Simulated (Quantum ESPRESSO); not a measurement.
Records of electronic-structure calculations.

```xyz
4
Lattice="3.661 0.000 0.000 0.000 3.661 0.000 0.000 0.000 3.661" Properties=species:S:1:pos:R:3 pbc="T T T" subject="E(M) of Fe3Ge" method="PBEsol; plane waves with GBRV 1.5 PBEsol potentials, no spin-orbit coupling (and 1 further level or step)" program="Quantum ESPRESSO 7.5" settings_of_one_run="GBRV 1.5 PBEsol, potential files Fe: fe_pbesol_v1.5.uspp.F.UPF, Ge: ge_pbesol_v1.4.uspp.F.UPF, cutoff 544.23 eV, 8×8×8 k-mesh, 45 bands, fermi-dirac occupations, smearing width 0.136 eV, collinear spin, SCF threshold 8.00e-9, starting moments 2.8 2.8 2.8 0 μB" cost="8 runs, 5.8 min in all on 2 MPI ranks of Arm Neoverse V2, shared host (the runs of this entry)" notes="The run is spin-polarised, with a total moment of 6.60 μB a cell (absolute 7.09). All runs start parallel; opposed orders may lie lower." moment_of_the_free_run="6.60 μB a cell" energy_at_zero_total_moment="1176 meV a cell over the lowest" delta_e_delta_m2_from_the_lowest_point_to_7p42_and_to_5p94_mu_b="114 and 129 meV/μB²"
Fe    0.000    1.830    1.830
Fe    1.830    1.830    0.000
Fe    1.830    0.000    1.830
Ge    0.000    0.000    0.000
```

```xyz
2
Lattice="2.507 0.000 0.000 -1.254 2.171 0.000 0.000 0.000 4.070" Properties=species:S:1:pos:R:3 pbc="T T T" subject="E(M) of Cobalt" method="PBEsol; plane waves with GBRV 1.5 PBEsol potentials, no spin-orbit coupling (and 1 further level or step)" program="Quantum ESPRESSO 7.5" settings_of_one_run="GBRV 1.5 PBEsol, potential files Co: co_pbesol_v1.2.uspp.F.UPF, cutoff 544.23 eV, 12×12×12 k-mesh, 26 bands, fermi-dirac occupations, smearing width 0.1 eV, collinear spin, SCF threshold 4.00e-9, starting moments 2 2 μB" cost="13 runs, 4.6 min in all on 2 MPI ranks of Arm Neoverse V2, shared host (the runs of this entry)" notes="The run is spin-polarised, with a total moment of 3.37 μB a cell (absolute 3.70). All runs start parallel; opposed orders may lie lower." moment_of_the_free_run="3.37 μB a cell" energy_at_zero_total_moment="522 meV a cell over the lowest" delta_e_delta_m2_from_the_lowest_point_to_3p66_and_to_3p20_mu_b="552 and 311 meV/μB²"
Co    0.000    1.448    1.017
Co    1.254    0.724    3.052
```

[Logs and program files are shortened in this print: banners, set-up blocks, solver, clock and traceback lines can be left out without a mark of their own.]

[Logs are printed without paths, hosts, clocks, repeated set-up lines and the standing remarks that a program may print on its own settings, such as how far it seeks lower states.]

[Hosts, paths, dates, database ids (printed as entryN), source tags and the programs' standing remarks are cut or masked in the printed files.]

[Where a cell is said to come from a database of computed structures, the database is the Materials Project.]
